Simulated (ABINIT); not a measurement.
# Calculated records

```
! title: Te (P3_121): a self-consistent loop beyond G0W0, cycle by cycle
! method: RPA screening on PBE from quasiparticle energies and orbitals, plane waves, norm-conserving pseudopotentials (and 4 further levels or steps)
! program: ABINIT 10.8.3
! settings: cutoff 39 Ha, PseudoDojo scalar-relativistic 0.4 stringent, norm-conserving, ngkpt (3, 3, 2), nband 77, ecuteps 3.2 Ha, gwcalctyp 28, inclvkb 2, shiftk (0, 0, 0), symchi 1, awtr 1, frequency ppm, cycle 5, q points all but q = 0, 3×3×2 k-mesh
! notes: The program’s warnings: nproc spkpt=  >= nkpt= * nsppol=. The cell and positions come from the Crystallography Open Database and are kept as given unless a step says otherwise. Limits: no spin-orbit coupling. The 3×3×2 mesh is coarse for this cell, which bears on the long-range parts of exchange and screening. On this mesh the RPA ε∞ passes 90, more than nearly any semiconductor shows; a coarse mesh does this where one point with a narrow direct gap carries much weight. The screening is then too strong, and the G0W0 gap should not be taken as the material’s.
! G0W0: 0.422 eV
! QSGW, cycle 1: 0.487 eV
! QSGW, cycle 2: 0.499 eV
! QSGW, cycle 3: 0.493 eV
! QSGW, cycle 4: 0.485 eV
! QSGW, cycle 5: 0.481 eV
CELL_PARAMETERS angstrom
4.45720 0.00000 0.00000
-2.22860 3.86005 0.00000
0.00000 0.00000 5.92900
ATOMIC_POSITIONS crystal
Te 0.26330 0.00000 0.33333
Te 0.00000 0.26330 0.66667
Te 0.73670 0.73670 0.00000
```

[Long decimals in the printed logs are rounded to 6 places.]

[Logs are printed without paths, hosts, clocks, repeated set-up lines and the standing remarks that a program may print on its own settings, such as how far it seeks lower states.]

[Paths, hosts, dates, memory and timing lines, banners, echoed tables and standing remarks are left out of the program output; an Ansatz launch command may be rebuilt from the run's recorded settings. Measured values are a selection of at most five: reports struck by readers or far from the other reports are left out. None is set beside runs whose start may be inverted or whose files or cutoffs have a known fault.]

[Runs of the session that timed out or met a known fault of the program may be left out.]

[Hosts, paths, dates, database ids (printed as entryN), source tags and the programs' standing remarks are cut or masked in the printed files.]

[G0W0 gaps are taken among the corrected bands and points alone; a level outside them can change the order at an edge.]

[Where Ansatz stands beside ABINIT at settings called matched, ABINIT's density can come from a denser mesh and the files from another edition; pairs whose starting gaps differed by over 0.03 eV were left out, so agreement reads better than it is.]
